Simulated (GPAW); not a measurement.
# LaNi2P2 (I4/mmm): the P K absorption edge, part 2 of 3

What does one-electron theory with a core hole give for the P K edge of LaNi2P2 (I4/mmm)?

GPAW 26.7.0; X-ray absorption from dipole matrix elements to empty bands, plane-wave PAW LDA.

So far. Step 2 (The field without a hole): The mesh shows no gap, so the system is treated as a metal and the core electron is put at the Fermi level (neutral cell).

## (4) Spectrum with XCH, P atom 4

The holes are 8.0 Å apart. In GPAW the data set carries the hole's charge, so charge=0 means a charged cell and charge=-1 a neutral one. The excited electron is kept in the cell, where it fills the lowest empty states and screens the hole. After the field has converged, empty bands are computed with the density fixed and the dipole matrix elements are summed.

The absorber has 4 Ni at 2.34 Å and 1 P at 2.39 Å (5-fold, site symmetry 4mm).

File xas.py:

```python
import numpy as np
from ase import Atoms
from ase.parallel import parprint, paropen
from gpaw import GPAW, PW, FermiDirac, Mixer, MixerDif, setup_paths
from gpaw.test import gen
setup_paths.insert(0, '.')
gen('P', name='fch1s', xcname='LDA', corehole=(1, 0, 1), write_xml=True)
from gpaw.mpi import world
world.barrier()

atoms = Atoms('La5Ni10P10',
    cell=[[-6.0105, -2.0035, 4.816],
     [2.0035, -6.0105, 4.816],
     [6.0105, 2.0035, 4.816]],
    scaled_positions=[[0, 0, 0],
     [0.6, 0.2, 0.2],
     [0.2, 0.4, 0.4],
     [0.8, 0.6, 0.6],
     [0.4, 0.8, 0.8],
     [0.05, 0.1, 0.35],
     [0.65, 0.3, 0.55],
     [0.25, 0.5, 0.75],
     [0.85, 0.7, 0.95],
     [0.45, 0.9, 0.15],
     [0.35, 0.7, 0.45],
     [0.95, 0.9, 0.65],
     [0.55, 0.1, 0.85],
     [0.15, 0.3, 0.05],
     [0.75, 0.5, 0.25],
     [0.624, 0, 0.624],
     [0.224, 0.2, 0.824],
     [0.824, 0.4, 0.024],
     [0.424, 0.6, 0.224],
     [0.024, 0.8, 0.424],
     [0.376, 0, 0.376],
     [0.976, 0.2, 0.576],
     [0.576, 0.4, 0.776],
     [0.176, 0.6, 0.976],
     [0.776, 0.8, 0.176]],
    magmoms=[0.0, 0.0, 0.0, 0.0, 0.0, 2.0, 2.0, 2.0, 2.0, 2.0, 2.0, 2.0, 2.0, 2.0, 2.0, 0.0, 0.0, 0.0, 0.0, 0.0, 0.0, 0.0, 0.0, 0.0, 0.0],
    pbc=True)
atoms.calc = calc = GPAW(legacy_gpaw=True, mode=PW(430), xc='LDA', setups={15: 'fch1s'},
    kpts={'size': (3, 3, 3), 'gamma': True}, occupations=FermiDirac(0.1),
    charge=-1, mixer=MixerDif(0.05, 8, 50), maxiter=150,
    convergence={'density': 0.0001}, txt='scf.txt')
energy = atoms.get_potential_energy() + calc.get_reference_energy()
ef = calc.get_fermi_level()
out = dict(energy=energy, fermi=ef, forces=atoms.get_forces().tolist(), magmoms=atoms.get_magnetic_moments().tolist())
parprint(f'all-electron energy {energy:.4f} eV, Fermi level {ef:.4f} eV')
ev = np.array([[calc.get_eigenvalues(k, s) for k in range(len(calc.get_ibz_k_points()))] for s in range(calc.get_number_of_spins())])
out['homo'], out['lumo'], out['counts'] = ev[ev < ef].max(), ev[ev > ef].min(), sorted(set((ev < ef).sum((0, 2)).tolist()))
out['filled'] = (ev[:, 0] < ef).sum(1).tolist()

from ase.units import Ha
from gpaw.xas import dipole_matrix_elements
nb = int(calc.get_number_of_electrons() / 2) + 307
top, nb = nb, nb + 8 + nb // 12
nscf = calc.fixed_density(kpts={'size': (3, 3, 3), 'gamma': True}, nbands=nb,
    convergence={'bands': top, 'eigenstates': 1e-5}, maxiter=60, txt='nscf.txt')
cell = atoms.cell.array
ops = [cell.T @ U.T @ np.linalg.inv(cell.T) for U in nscf.wfs.kd.symmetry.op_scc]
E = np.arange(-6, 34, 0.1)
fwhm = np.interp(E, [4, 25], [0.9, 3.5])
Y, X, zero, highest = 0, 0, 1e9, 1e9
for spin in range(nscf.get_number_of_spins()):
    wfs = nscf.wfs
    A = dipole_matrix_elements(wfs.setups[15])
    eps = np.zeros((wfs.kd.nibzkpts, nb))
    d = np.zeros((3, A.shape[1], wfs.kd.nibzkpts, nb), complex)
    for kpt in wfs.kpt_u:
        if kpt.s == spin and 15 in kpt.P_ani:
            eps[kpt.k] = kpt.eps_n * Ha
            d[:, :, kpt.k] = (kpt.weight * wfs.nspins / 2) ** 0.5 * np.inner(A, kpt.P_ani[15])
    world.sum(eps)
    world.sum(d)
    T = np.einsum('amkn,bmkn->abkn', d, d.conj()).real
    T = sum(np.einsum('ai,ijkn,bj->abkn', R, T, R) for R in ops) / len(ops)
    empty = eps > ef
    zero, highest = min(zero, eps[empty].min()), min(highest, eps[:, top - 1].min())
    lines = [(eps, T, empty)] if spin == 0 else lines + [(eps, T, empty)]
for eps, T, empty in lines:
    f = np.einsum('aakn->akn', T).reshape(3, -1)
    x = eps.ravel() - zero
    w = np.interp(x, E, fwhm) / 2.35482
    g = np.exp(-0.5 * ((E[:, None] - x) / w) ** 2) / (w * (2 * np.pi) ** 0.5)
    Y = Y + (f * empty.ravel()) @ g.T
    X = X + (f * ~empty.ravel()) @ g.T
out.update(E=E.round(2).tolist(), xas=Y.tolist(), xes=X.tolist(), zero=zero, valid=highest - zero, nk=len(eps), nb=nb)
for i in range(0, len(E), 10):
    parprint(f'{E[i]:7.2f}', *(f'{v:10.3e}' for v in Y[:, i]))
import json
with paropen('out.json', 'w') as f:
    json.dump(out, f)
```

Run with:

```sh
OMP_NUM_THREADS=1 mpirun -n 4 gpaw python xas.py
```

Numbers of over 12 decimals in the logs are rounded to 6 here.

Log:

```text
Input parameters:
  charge: -1
  convergence: {density: 0.0001}
  kpts: {gamma: True,
         size: (3, 3, 3)}
  maxiter: 150
  mixer: {backend: pulay,
          beta: 0.05,
          method: difference,
          nmaxold: 8,
          weight: 50}
  mode: {ecut: 430.0,
         name: pw}
  occupations: {fixmagmom: False,
                name: fermi-dirac,
                width: 0.1}
  setups: {15: fch1s}

Initialize ...

[... PAW data sets ...]

Reference energy: -1658267.570178  # eV

Spin-polarized calculation.
Initial magnetic moment: 20.000000

[... convergence settings ...]
Symmetries present (total): 4
  [... symmetry matrices ...]

27 k-points: 3 x 3 x 3 Monkhorst-Pack grid
6 k-points in the irreducible part of the Brillouin zone
       k-points in crystal coordinates                weights
   0:     0.00000000    0.00000000    0.00000000          1/27
   1:     0.33333333    0.00000000   -0.33333333          4/27
   2:     0.33333333    0.00000000    0.33333333          8/27
   3:     0.33333333    0.33333333   -0.33333333          4/27
   4:     0.33333333    0.33333333    0.00000000          8/27
   5:     0.33333333    0.33333333    0.33333333          2/27

Wave functions: Plane wave expansion
  Cutoff energy: 430.000 eV
  Number of coefficients (min, max): 7825, 7844
  Pulay-stress correction: 0.000000 eV/Ang^3 (de/decut=0.000000)
  Using FFTW library
  Wavefunction extrapolation:
    Improved wavefunction reuse through dual PAW basis

Occupation numbers: Fermi-Dirac:
  width: 0.1000  # eV

Eigensolver
   Davidson(niter=2)

Densities:
  Coarse grid: 40*40*40 grid
  Fine grid: 80*80*80 grid
  Total Charge: 0.000000

Density mixing:
  Method: difference
  Backend: pulay
  Linear mixing parameter: 0.05
  old densities: 8
  Width of damping distribution: 1.1
  Damping of long wavelength oscillations: 50

[... Hamiltonian set-up ...]
Number of atoms: 25
Number of atomic orbitals: 260
Number of bands in calculation: 176
Number of valence electrons: 266
Bands to converge: occupied

... initialized

Initializing position-dependent things.

Density initialized from atomic densities
Creating initial wave functions:
  176 bands from LCAO basis set

                       Ni
                 Ni

              P   La    P   La    P
                         Ni
                   Ni        Ni
            PNi        Ni
                 Ni
        P     La  P P   La  P

                         Ni
                   Ni

                    La

Atomic positions and initial magnetic moments

Positions:
   0 La     0.000000    0.000000    0.000000    ( 0.0000,  0.0000,  0.0000)
   1 La    -2.003500   -2.003500    4.816000    ( 0.0000,  0.0000,  0.0000)
   2 La     2.003500   -2.003500    4.816000    ( 0.0000,  0.0000,  0.0000)
   3 La    -0.000000   -4.007000    9.632000    ( 0.0000,  0.0000,  0.0000)
   4 La     4.007000   -4.007000    9.632000    ( 0.0000,  0.0000,  0.0000)
   5 Ni     2.003500   -0.000000    2.408000    ( 0.0000,  0.0000,  2.0000)
   6 Ni    -0.000000   -2.003500    7.224000    ( 0.0000,  0.0000,  2.0000)
[...]
22 P      2.003500   -2.003500    8.437632    ( 0.0000,  0.0000,  0.0000)
  23 P      6.010500   -2.003500    8.437632    ( 0.0000,  0.0000,  0.0000)
  24 P     -2.003500   -6.010500    8.437632    ( 0.0000,  0.0000,  0.0000)

Unit cell:
           periodic     x           y           z      points  spacing
  1. axis:    yes   -6.010500   -2.003500    4.816000    40     0.1640
  2. axis:    yes    2.003500   -6.010500    4.816000    40     0.1584
  3. axis:    yes    6.010500    2.003500    4.816000    40     0.1640

  Lengths:   7.958265   7.958265   7.958265
  Angles:   68.517622 105.519713  68.517622

Effective grid spacing dv^(1/3) = 0.1821

iter:   1  -228.696253                   +20.0682
iter:   2  -227.775671   -0.20  -1.29    +8.5919
[...]
1 La ( 0.000000,  0.000000,  0.001080)
   2 La ( 0.000000,  0.000000,  0.001080)
   3 La ( 0.000000,  0.000000,  0.001080)
   4 La ( 0.000000,  0.000000,  0.001080)
   5 Ni ( 0.000000,  0.000000,  0.000167)
   6 Ni ( 0.000000,  0.000000, -0.002332)
   7 Ni ( 0.000000,  0.000000,  0.000363)
   8 Ni ( 0.000000,  0.000000, -0.002332)
   9 Ni ( 0.000000,  0.000000,  0.000167)
  10 Ni ( 0.000000,  0.000000,  0.000167)
  11 Ni ( 0.000000,  0.000000, -0.002332)
  12 Ni ( 0.000000,  0.000000, -0.002332)
  13 Ni ( 0.000000,  0.000000,  0.000167)
  14 Ni ( 0.000000,  0.000000,  0.000363)
  15 P  ( 0.000000,  0.000000, -0.054774)
  16 P  ( 0.000000,  0.000000, -0.000022)
  17 P  ( 0.000000,  0.000000, -0.000022)
  18 P  ( 0.000000,  0.000000, -0.000022)
  19 P  ( 0.000000,  0.000000, -0.000022)
  20 P  ( 0.000000,  0.000000, -0.002362)
  21 P  ( 0.000000,  0.000000, -0.000263)
  22 P  ( 0.000000,  0.000000, -0.000263)
  23 P  ( 0.000000,  0.000000, -0.000263)
  24 P  ( 0.000000,  0.000000, -0.000263)

Energy contributions relative to reference atoms: (reference = -1658267.570178)

Kinetic:       +186.226030
Potential:     -140.524643
External:        +0.000000
XC:            -266.388694
Entropy (-ST):   -0.330211
Local:           -2.707379
SIC:             +0.000000
--------------------------
Free energy:   -223.724896
Extrapolated:  -223.559791

Spin contamination: 0.993093 electrons
Showing only first 2 kpts
                      Up                     Down
 Kpt  Band  Eigenvalues  Occupancy  Eigenvalues  Occupancy
  0   131     10.48566    0.93327     10.47612    0.93898
  0   132     10.48566    0.93327     10.47612    0.93898
  0   133     10.56215    0.86683     10.56176    0.86728
  0   134     10.67161    0.68538     10.66868    0.69166

  1   131     10.38694    0.97405     10.38039    0.97566
  1   132     10.50107    0.92301     10.49836    0.92492
  1   133     10.64965    0.73071     10.63563    0.75738
  1   134     11.22002    0.00896     11.18845    0.01225

Fermi level: 10.74947

No gap
No difference between direct/indirect transitions

Forces in eV/Ang:
  0 La    0.00000   -0.00000    0.03877
  1 La    0.02231    0.03432   -0.00963
  2 La   -0.03432    0.02231   -0.00963
  3 La    0.03432   -0.02231   -0.00963
  4 La   -0.02231   -0.03432   -0.00963
  5 Ni   -0.02570   -0.01550    0.01287
  6 Ni    0.00254   -0.20087    0.17595
[...]
22 P     0.02347    0.01565   -0.90321
 23 P    -0.02347   -0.01565   -0.90321
 24 P    -0.01565    0.02347   -0.90321
Scalar-relativistic atomic LDA calculation for P (Phosphorus, Z=15)
Core hole in 1s state (1s occupation: 1.0)
450 radial gridpoints.
|------------------------------------------------|
|------------------------------------------------|
[... the atom generator's iteration count ...]

Energy contributions:
-------------------------
Kinetic:     +261.768075
XC:           -17.966184
Potential:   -505.274962
-------------------------
Total:       -261.473071

state      eigenvalue         ekin         rmax
-----------------------------------------------
1s^1.0 :   -82.316117   109.824186        0.067
2s^2.0 :    -7.841975    17.549438        0.402
2p^6.0 :    -6.203561    17.373857        0.327
3s^2.0 :    -0.984498     2.880452        1.418
3p^3.0 :    -0.625684     2.280322        1.541
-----------------------------------------------
(units: Bohr and Hartree)

Generating PAW setup
Kinetic energy of the core from tauc = 249.749155
Cutoffs:
rc(s)=1.800
rc(p)=1.800
rc(d)=1.800
rc(vbar)=1.620
rc(comp)=1.800
rc(nct)=1.800

Kinetic energy of the core states: 249.166204
Charge: 1.0
Core electrons: 9.0
Valence electrons: 5.0
Pseudo-core charge: 0.082129
Shape function alpha=3.086
Pseudo-electron charge 5.474914
state    eigenvalue         norm
--------------------------------
3s(2) :    -0.984498     1.193424
*s    :     0.015502
3p(3) :    -0.625684     1.001979
*p    :     0.374316
*d    :     0.000000
--------------------------------

Diagonalizing with gridspacing h=0.050

state   all-electron     PAW
-------------------------------
3s:      -0.984498    -0.984928
3p:      -0.625684    -0.626173
*d:                   -0.152187
*f:                   -0.017358
-------------------------------
all-electron energy -1658491.1300 eV, Fermi level 10.7495 eV
  -6.00  2.152e-60  2.152e-60  6.515e-61
  -5.00  5.297e-44  5.297e-44  1.605e-44
  -4.00  1.414e-30  1.414e-30  4.516e-31
  -3.00  4.126e-20  4.126e-20  1.627e-20
  -2.00  1.351e-12  1.351e-12  9.001e-13
  -1.00  5.452e-08  5.452e-08  8.285e-08
  -0.00  4.094e-06  4.094e-06  1.305e-05
[...]
31.00  7.397e-06  7.397e-06  6.141e-06
  32.00  7.570e-06  7.570e-06  6.796e-06
  33.00  7.206e-06  7.206e-06  7.262e-06
[key lines of the parts left out:]
Converged after 28 iterations.
Dipole moment: (-0.000000, -0.000000, 0.040652) |e|*Ang
```

Run time: 16 min. Hardware: 4 MPI ranks of Arm Neoverse V2, shared host; peak memory 1 GiB; 65 min of CPU time.

The P K spectrum, P atom 4, excited-electron core hole (neutral cell) (energy from the lowest empty level; intensity scaled to a mean of 1 over the first 20 eV; polarised curves are means over the symmetry-equivalent atoms):

```
E (eV)  isotropic  ε ⊥ c  ε ∥ c
 -2.00       0.00   0.00   0.00
 -1.25       0.00   0.00   0.00
 -0.50       0.17   0.12   0.28
  0.25       1.17   0.65   2.21
  1.00       0.93   0.60   1.60
  1.75       0.91   0.48   1.78
  2.50       1.28   0.88   2.08
  3.25       1.86   1.68   2.21
  4.00       2.07   2.04   2.13
  4.75       1.27   1.44   0.94
  5.50       1.06   1.35   0.47
  6.25       0.90   1.10   0.51
  7.00       1.17   1.28   0.94
  7.75       1.32   1.35   1.26
  8.50       1.16   1.23   1.01
  9.25       1.04   1.13   0.85
 10.00       0.88   1.01   0.61
 10.75       0.70   0.83   0.43
 11.50       0.62   0.70   0.46
 12.25       0.68   0.70   0.63
 13.00       0.76   0.69   0.91
 13.75       0.81   0.64   1.13
 14.50       0.80   0.61   1.19
 15.25       0.81   0.64   1.16
 16.00       0.83   0.72   1.07
 16.75       0.83   0.78   0.95
 17.50       0.81   0.79   0.85
 18.25       0.78   0.77   0.79
 19.00       0.76   0.76   0.75
 19.75       0.75   0.75   0.74
 20.50       0.72   0.72   0.72
 21.25       0.69   0.69   0.68
 22.00       0.68   0.70   0.64
 22.75       0.70   0.74   0.61
 23.50       0.73   0.79   0.60
 24.25       0.74   0.82   0.58
 25.00       0.74   0.83   0.56
 25.75       0.73   0.83   0.53
 26.50       0.71   0.81   0.51
 27.25       0.69   0.78   0.50
 28.00       0.68   0.77   0.51
 28.75       0.70   0.78   0.55
 29.50       0.74   0.81   0.60
 30.25       0.80   0.86   0.68
 31.00       0.86   0.91   0.75
 31.75       0.89   0.93   0.82
```

Main maxima below 24 eV (height): 0.4 eV (1.23), 3.7 eV (2.17), 7.6 eV (1.33) and 16.3 eV (0.84). A K edge sees empty p states on the absorber.

The total-energy difference is 2131.49 eV. The functional leaves an error in such absolute values: in the free atom LDA prices this hole 8.5 eV below PBE (computed apart), and PBE is itself good to a few eV.

## (5) Cell without a hole, the energy reference

The cell and mesh change for the next run, so it gets a reference energy of its own.

File scf.py:

```python
import numpy as np
from ase import Atoms
from ase.parallel import parprint, paropen
from gpaw import GPAW, PW, FermiDirac, Mixer, MixerDif, setup_paths
from gpaw.test import gen
setup_paths.insert(0, '.')
gen('P', name='nch1s', xcname='LDA', corehole=(1, 0, 0), write_xml=True)
from gpaw.mpi import world
world.barrier()

atoms = Atoms('LaNi2P2',
    cell=[[-4.007, 0, 0],
     [0, 4.007, 0],
     [2.0035, -2.0035, -4.816]],
    scaled_positions=[[0, 0, 0],
     [0.25, 0.75, 0.5],
     [0.75, 0.25, 0.5],
     [0.376, 0.376, 0.752],
     [0.624, 0.624, 0.248]],
    magmoms=[0.0, 2.0, 2.0, 0.0, 0.0],
    pbc=True)
atoms.calc = calc = GPAW(legacy_gpaw=True, mode=PW(430), xc='LDA', setups={3: 'nch1s'},
    kpts={'size': (5, 5, 5), 'gamma': True}, occupations=FermiDirac(0.1),
    charge=0, mixer=MixerDif(0.05, 8, 50), maxiter=150,
    convergence={'density': 0.0001}, txt='scf.txt')
energy = atoms.get_potential_energy() + calc.get_reference_energy()
ef = calc.get_fermi_level()
out = dict(energy=energy, fermi=ef, forces=atoms.get_forces().tolist(), magmoms=atoms.get_magnetic_moments().tolist())
parprint(f'all-electron energy {energy:.4f} eV, Fermi level {ef:.4f} eV')
ev = np.array([[calc.get_eigenvalues(k, s) for k in range(len(calc.get_ibz_k_points()))] for s in range(calc.get_number_of_spins())])
out['homo'], out['lumo'], out['counts'] = ev[ev < ef].max(), ev[ev > ef].min(), sorted(set((ev < ef).sum((0, 2)).tolist()))
out['filled'] = (ev[:, 0] < ef).sum(1).tolist()
import json
with paropen('out.json', 'w') as f:
    json.dump(out, f)
```

Run with:

```sh
OMP_NUM_THREADS=1 mpirun -n 4 gpaw python scf.py
```

Log:

```text
Input parameters:
  convergence: {density: 0.0001}
  kpts: {gamma: True,
         size: (5, 5, 5)}
  maxiter: 150
  mixer: {backend: pulay,
          beta: 0.05,
          method: difference,
          nmaxold: 8,
          weight: 50}
  mode: {ecut: 430.0,
         name: pw}
  occupations: {fixmagmom: False,
                name: fermi-dirac,
                width: 0.1}
  setups: {3: nch1s}

Initialize ...

[...]
warnings.warn('Using symmetrized grid: ({},{},{}).\n'.format(*N_c))
<dir> UserWarning: Using symmetrized grid: (27,27,27).

  warnings.warn('Using symmetrized grid: ({},{},{}).\n'.format(*N_c))
<dir> UserWarning: Using symmetrized grid: (27,27,27).

  warnings.warn('Using symmetrized grid: ({},{},{}).\n'.format(*N_c))
<dir> UserWarning: Using symmetrized grid: (27,27,27).

  warnings.warn('Using symmetrized grid: ({},{},{}).\n'.format(*N_c))
all-electron energy -332124.5255 eV, Fermi level 10.6233 eV
[key lines of the parts left out:]
Converged after 19 iterations.
Dipole moment: (-0.000000, 0.000000, 0.000000) |e|*Ang
Free energy:    -39.535289
Fermi level: 10.62334
```

The job ended after 32 s (4 MPI ranks; peak memory 0.36 GiB).

(Continued in part 3 of 3.)

[Banner, clock and machine lines of the logs are left out without a mark of their own.]

[Logs are printed without paths, hosts, clocks, repeated set-up lines and the standing remarks that a program may print on its own settings, such as how far it seeks lower states.]

[Hosts, paths, dates, database ids (printed as entryN), source tags and the programs' standing remarks are cut or masked in the printed files.]

[Lists of maxima count a maximum above −3 eV only where it reaches 4 % of the highest in the window and stands out from its surroundings by 2 % of it (1.5 % where it reaches 55 %); shoulders and weaker maxima are passed over, and of the rest the first, up to two pre-edge ones and the few strongest are named.]
